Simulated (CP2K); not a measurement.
The N K edge of fluorocarbonylacetonitrile was computed by TDDFT (CP2K XAS_TDP, aug-cc-pVDZ, TDA) at these levels: PBEh(45%), PBEh(45%) + GW2X and PBEh(60%). The first three lines of N1 (bonded to C) with a strength over 0.0015, energy in eV and strength:

```
run           first          second           third
  1  401.19 (0.055)  401.40 (0.054)  407.39 (0.002)
  2  400.25 (0.063)  400.48 (0.062)  407.74 (0.014)
  3  395.60 (0.056)  395.81 (0.055)  401.79 (0.002)
```

Question: Which run is which?

Run 1: PBEh(45%) + GW2X (45 % exact exchange). Run 2: PBEh(60%) (60 % exact exchange). Run 3: PBEh(45%) (45 % exact exchange). Self-interaction lifts the core level, so the uncorrected lines rise with the share of exact exchange. The GW2X run keeps the spacings of its parent: 0.21 eV between the first two lines in run 1, 0.21 eV in run 3. Its shift is +5.59 eV, since the Kohn–Sham level at this share of exchange lies that far above the quasiparticle level.

[Banner, clock and machine lines of the logs are left out without a mark of their own.]

[Logs are printed without paths, hosts, clocks, repeated set-up lines and the standing remarks that a program may print on its own settings, such as how far it seeks lower states.]

[Hosts, paths, dates, database ids (printed as entryN), source tags and the programs' standing remarks are cut or masked in the printed files.]
